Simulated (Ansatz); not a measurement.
# SnO2(001) slab (96 atoms): support functions against a reference, part 2 of 2

Aim: test how closely localised support functions follow the reference on SnO2(001) slab (96 atoms), and at what cost. A setting counts as converged where the r.m.s. difference of forces stays under 1 % of the r.m.s. force.

Ansatz 0.2.0; Kohn-Sham DFT, PBE, PAW (set soft_2), plane waves.

The cell: 32 Sn and 64 O. Beside vacuum, support functions can miss their usual error bounds without a warning. The Brillouin zone is sampled at Γ only, in a cell whose shortest periodic width is 9 Å.

So far. Step 14 (A run with a doubtful setting): The fault in the input: a cutoff in the wrong unit (basis.ecutwfc = "30 meV"). The fix is to take out basis.ecutwfc. Step 15 (Changed: hamiltonian.xc = "rpbe"): Forces differ from the reference by 62 meV/Å r.m.s., 8.0 % of their size.

## 16. All settings compared

Differences are against the plane-wave reference (Kohn-Sham DFT, PBE, PAW (set soft_2), plane waves), whose r.m.s. force component is 0.783 eV/Å. Energies are set beside the reference only for runs with its functional, potentials and electron count. Times are for 4 threads of Arm Neoverse V1, shared host. The reference's time includes the DOS and grids, which some other runs skip.

```csv
run,"Δ force, r.m.s. (meV/Å)",share of r.m.s. force (%),Δ energy (meV/atom),cycles,time,host memory (GiB)
reference,-,-,-,24,71 s,2.9
plane waves at 750 eV (750 eV),1.20,0.153,-6.20,25,2.4 min,6.2
hamiltonian.xc = "rpbe",62.5,7.98,-,23,64 s,2.9
```

## 17. All settings compared

Each row is set against the run with plane waves at 750 eV (Kohn-Sham DFT, PBE, PAW (set soft_2), plane waves; r.m.s. force component 0.783 eV/Å). Energies are set beside the reference only for runs with its functional, potentials and electron count. Times are for 4 threads of Arm Neoverse V1, shared host.

```csv
run,"Δ force, r.m.s. (meV/Å)",share of r.m.s. force (%),Δ energy (meV/atom),cycles,time,host memory (GiB)
reference,-,-,-,25,2.4 min,6.2
support functions medium,0.338,0.0431,-0.845,33,6.2 min,5.1
support functions low,0.391,0.05,-0.844,28,5.5 min,4.9
"support functions medium, radius 3.53 Å",0.389,0.0497,-0.844,32,5.6 min,4.9
"support functions medium, radius 3.82 Å",0.3,0.0382,-0.845,30,6.9 min,5.2
"support functions medium, radius 4.07 Å",0.293,0.0374,-0.846,31,8.3 min,5.6
"support functions medium, radius 4.36 Å",0.327,0.0417,-0.846,29,9.5 min,6.1
"support functions medium, radius 4.91 Å",0.337,0.0431,-0.846,30,15 min,7.5
"support functions medium, radius 5.45 Å",0.322,0.0412,-0.846,32,27 min,9.4
```

## 18. The first run in detail

The first run, on the default basis, asked for the full analyses, so its electronic structure is set out here.

Neighbours are counted within 2.48 Å (O-Sn).

Length of the force by element and coordination:

```csv
element,coordination,atoms,mean length of the force (eV/Å),spread,least,most
O,all,64,1.05,0.729,0.140,2.62
O,2,16,2.15,0.269,1.75,2.62
O,3,48,0.677,0.373,0.140,1.75
Sn,all,32,1.37,0.622,0.181,2.70
Sn,4,8,1.96,0.363,1.43,2.70
Sn,6,24,1.18,0.566,0.181,2.70
```

Intrinsic-atomic-orbital charges by element and coordination:

```csv
element,coordination,atoms,mean charge (e),spread,least,most
O,all,64,-0.849,0.0294,-0.875,-0.779
O,2,16,-0.800,0.015,-0.827,-0.779
O,3,48,-0.865,0.0055,-0.875,-0.851
Sn,all,32,1.70,0.0631,1.56,1.75
Sn,4,8,1.59,0.0134,1.56,1.61
Sn,6,24,1.73,0.0073,1.72,1.75
```

Density of states as counts of states in windows of 1 eV (from the Fermi level), total and the larger projections:

```csv
from (eV),to (eV),total,O p,Sn p,Sn s
-10,-9,0.0,0.0,0.0,0.0
-9,-8,3.1,1.7,0.0,1.2
-8,-7,11.7,6.7,0.4,4.3
-7,-6,38.5,22.5,1.5,11.8
-6,-5,14.7,9.7,1.9,2.1
-5,-4,30.6,23.1,5.9,0.8
-4,-3,53.3,41.5,8.5,1.0
-3,-2,62.6,52.7,6.2,0.6
-2,-1,72.3,68.2,1.5,0.4
-1,0,94.9,91.3,1.1,0.6
0,1,10.4,5.1,2.0,2.6
1,2,8.0,3.9,2.0,1.8
2,3,2.0,0.5,0.2,0.8
3,4,0.0,0.0,0.0,0.0
4,5,16.2,4.5,3.4,5.6
```

Between -22 and -10 eV lie 448 more states.

The levels nearest the highest filled one (over half full), pooled over k-points and spins:

```csv
level less the highest filled one (eV),occupation
-0.149,2
-0.115,2
-0.0233,1.84
-0.0169,1.70
-0.008,1.40
0,1.06
0.210,0
0.750,0
0.801,0
1.65,0
1.72,0
1.78,0
```

Planar average of the electrostatic potential energy along the normal, with the Fermi level as zero, after a running mean with a triangular window 4 Å wide at its base:

```csv
height (Å),potential energy (eV)
0.0,5.70
0.7,5.70
1.3,5.70
2.0,5.70
2.6,5.69
3.3,5.55
3.9,5.04
4.6,3.64
5.2,2.08
5.9,0.05
6.5,-0.98
7.2,-1.62
8.0,-1.75
8.5,-1.73
9.3,-1.87
9.8,-1.80
10.6,-1.93
11.1,-1.95
11.9,-1.98
12.4,-2.11
13.2,-2.02
13.7,-2.07
14.5,-1.92
15.0,-1.80
15.8,-1.69
16.5,-1.09
17.1,-0.24
17.8,1.67
18.4,3.28
19.1,4.81
19.7,5.46
20.4,5.67
21.0,5.69
21.7,5.70
22.3,5.70
23.0,5.70
```

Electrostatic potential energy in the ca plane at fractional y = 0.000, with atoms of Sn within 0.2 Å of it. With pseudopotentials it is smooth inside the atoms' cores, unlike the true potential.

Ten even steps from '0' (-14 eV) to '9' (24 eV), each cell a mean:
```
55555420697024411894034304982144207960355666
55555430010034430000244420100244300101455666
55555543212455554223455543223455432124556666
55555555545555555555555555445555555455566666
55555555556666666556666665555666655556666666
55556666666666666666666666666666666666666666
55555666666666666666666666666666666666666666
55555555555566665555566655555566555555666666
55555554434555555444555554444555544345556666
55555542000245542001345541001345420002455666
55555420363034420350144410550144303740355666
55555410898024303995034305994034208991245666
55555420696024412994034303993034206960255666
55555430010134420120244420110244410001455666
55555543222455543112455543123455543234556666
55555555555555555445555555445555555555566666
55555555556666665555666665555666665566666666
55556666666666666666666666666666666666666666
55556666666666666666666666666666666666666666
55555555555566655555556655555566655555666666
55555554444555554334555554444555554445556666
55555542000245541000345431001455420013456666
55555430253034420571034311540144303620355666
55555420899114413996034306993034118980256666
```
Columns run along c (16.0 Å, from fractional 0.12 to 0.81 of the cell; values clipped at the 3rd and 97th percentile), rows up along a (9.5 Å). Atoms in or near the plane, at fractional coordinates: Sn at (0.26, 0.00), Sn at (0.40, 0.00), Sn at (0.53, 0.00), Sn at (0.67, 0.00), Sn at (0.26, 0.50), Sn at (0.40, 0.50), Sn at (0.54, 0.50), Sn at (0.67, 0.50).

Valence density in the ca plane at fractional y = 0.000, with atoms of Sn within 0.2 Å of it. It is the smooth field of the valence electrons, not physical close to the nuclei.

Ten steps, logarithmic in the rise over the least value, from '0' (0 e/Å³) to '9' (15 e/Å³), each cell a mean:
```
22235897422237986322258984211100000000000000
22223554222224554223235653222100000000000000
22221222222222222223222221222100000000000000
11111111112111111112111111111100000000000000
00000000000000000001000000000000000000000000
00000000000000000000000000000000000000000000
00000000000000000000000000000000000000000000
11110000011100000111100000111000000000000000
22211111122211111122211111122100000000000000
23222332222222332233223432222100000000000000
22224675322235775322246874222100000000000000
22236997421237997422258995211000000000000000
22236897422236996322247985211100000000000000
22224564322224554222234553222100000000000000
22222222222222222222212221222100000000000000
11111111111111111111111111111100000000000000
00000000000000000000000000000000000000000000
00000000000000000000000000000000000000000000
00000000000000000000000000000000000000000000
11100000011100000011100000111000000000000000
12211111122211111122211111122100000000000000
23222343222222332223223332222100000000000000
22235786322235775322246763222100000000000000
22236998422247997322258985211000000000000000
```
Columns run along c (16.0 Å, from fractional 0.31 to 1.00 of the cell), rows up along a (9.5 Å). Atoms in or near the plane, at fractional coordinates: Sn at (0.40, 0.00), Sn at (0.53, 0.00), Sn at (0.67, 0.00), Sn at (0.40, 0.50), Sn at (0.54, 0.50), Sn at (0.67, 0.50).

Mean intrinsic-atomic-orbital charges: O -0.85, Sn +1.70 e. Within 0.4 eV of the Fermi level the largest share is O p (90 % of the projected weight). The potential stands 5.70 eV above the Fermi level over the upper face and 5.71 eV under the lower one, a reading of the work function, with no dipole correction.

## 19. Local order

These statistics describe the geometry on which the runs were made.

Normalised to the volume that the atoms fill. g(r), total and by pair (bins of 0.2 Å):

```csv
r (Å),total,O-O,O-Sn,Sn-Sn
1.90,0.13,0.00,0.30,0.00
2.10,4.14,0.00,9.31,0.00
2.30,0.00,0.00,0.00,0.00
2.50,0.34,0.77,0.00,0.00
2.70,0.15,0.33,0.00,0.00
2.90,2.71,6.09,0.00,0.00
3.10,0.52,0.76,0.00,1.66
3.30,0.29,0.52,0.00,0.53
3.50,1.10,1.09,1.40,0.00
3.70,1.65,0.00,1.83,7.51
3.90,0.27,0.00,0.59,0.00
4.10,0.59,1.09,0.24,0.00
4.30,1.17,0.00,2.63,0.00
4.50,0.02,0.02,0.03,0.00
4.70,2.02,2.28,1.65,2.47
4.90,0.76,0.03,1.64,0.16
5.10,0.99,2.19,0.05,0.00
5.30,0.62,1.38,0.00,0.00
5.50,0.11,0.11,0.13,0.00
5.70,1.55,1.35,1.38,3.08
5.90,1.18,0.77,1.43,1.81
6.10,0.61,0.67,0.69,0.00
6.30,0.53,0.14,0.98,0.32
6.50,0.05,0.04,0.06,0.04
6.70,0.84,1.24,0.33,1.31
6.90,0.59,0.69,0.65,0.00
7.10,0.99,0.23,2.00,0.00
7.30,1.08,1.50,0.79,0.49
```

Bonds by pair of elements; cutoffs follow the first minimum of g(r), held within bounds set by covalent radii, and pairs that aren't listed don't count as bonded:

```csv
pair A-B,cutoff (Å),bonds,mean length (Å),spread (Å),shortest (Å),B about A,A about B
O-Sn,2.48,176,2.05,0.029,1.99,2.75,5.5
```

How many atoms have how many bonded neighbours:

```csv
element,mean,2,3,4,6
O,2.75,16,48,0,0
Sn,5.5,0,0,8,24
```

For some of the pairs, g(r) has its first main peak near 2.91 Å (O-O) and 2.05 Å (O-Sn). With the cutoffs above, 75 % of O atoms have 3 and 75 % of Sn atoms have 6 bonded neighbours.

Local excerpt of 10 atoms (numbers count through the whole input) about Sn20, which bears the longest force among the free atoms; x, y, z are measured from there.

```csv
atom,x,y,z,distance (Å),bonds,intrinsic-atomic-orbital charge (e),Fx,Fy,Fz (eV/Å)
Sn20,0.00,0.00,0.00,0.00,4,1.58,-0.02,0.65,-2.62
O24,1.45,-1.41,-0.02,2.02,2,-0.81,-0.86,0.91,1.56
O21,-0.88,-0.90,-1.60,2.03,3,-0.86,-0.41,-0.24,-0.50
O23,-1.46,1.48,-0.03,2.08,2,-0.79,1.06,-1.10,1.35
O22,0.94,0.96,-1.65,2.13,3,-0.86,-0.07,0.10,0.66
Sn14,0.01,0.07,-3.22,3.22,6,1.74,-0.07,-0.82,1.17
O47,-1.45,-3.23,0.00,3.54,2,-0.80,0.86,-0.95,1.23
O72,-3.27,-1.38,-0.02,3.55,2,-0.79,-1.11,1.09,1.41
O48,1.45,3.31,-0.01,3.62,2,-0.79,-1.15,1.18,1.47
O71,3.30,1.50,-0.01,3.62,2,-0.80,0.84,-0.85,1.28
```

The column of bonds counts only the pairs O-Sn within 2.48 Å; other neighbours, such as metal atoms beside each other in a compound, aren't counted, and periodic images can show an atom twice.

## 20. Results

```json
{
  "free energy per atom": "-2386.0282 eV/atom",
  "r.m.s. force component": "0.783 eV/Å",
  "potential in mid-vacuum, over the Fermi level": "5.703 eV",
  "wall time of the 11 DFT runs": "89 min"
}
```

In words: Against plane waves at 750 eV, the forces differ by 0.34 meV/Å (0.043 %) with support functions medium, and by 0.29 meV/Å in the closest run (support functions medium, radius 4.07 Å). At 96 atoms the fastest of the runs at a preset level, support functions low, takes 2.3 times the time of plane waves, in 28 SCF cycles against 25. Differences between support functions and plane waves include what basis error the plane-wave run still has. As the radius goes from 3.53 to 5.45 Å, the force difference goes from 0.39 to 0.32 meV/Å (not steadily; the least is 0.29 at 4.07 Å), and the time from 5.6 min to 27 min.

Levels near the Fermi energy are neither full nor empty under the smearing, so no gap is quoted. The potential stands 5.70 eV above the Fermi level over the upper face and 5.71 eV under the lower one, a reading of the work function, with no dipole correction. With the cutoffs above, 75 % of O atoms have 3 and 75 % of Sn atoms have 6 bonded neighbours.

**Limits.** The geometry was built by rule, was displaced at random and isn't relaxed at this level: its force components are 0.78 eV/Å r.m.s.

[Logs are printed without paths, hosts, clocks, repeated set-up lines and the standing remarks that a program may print on its own settings, such as how far it seeks lower states.]

[Hosts, paths, dates, database ids (printed as entryN), source tags and the programs' standing remarks are cut or masked in the printed files.]
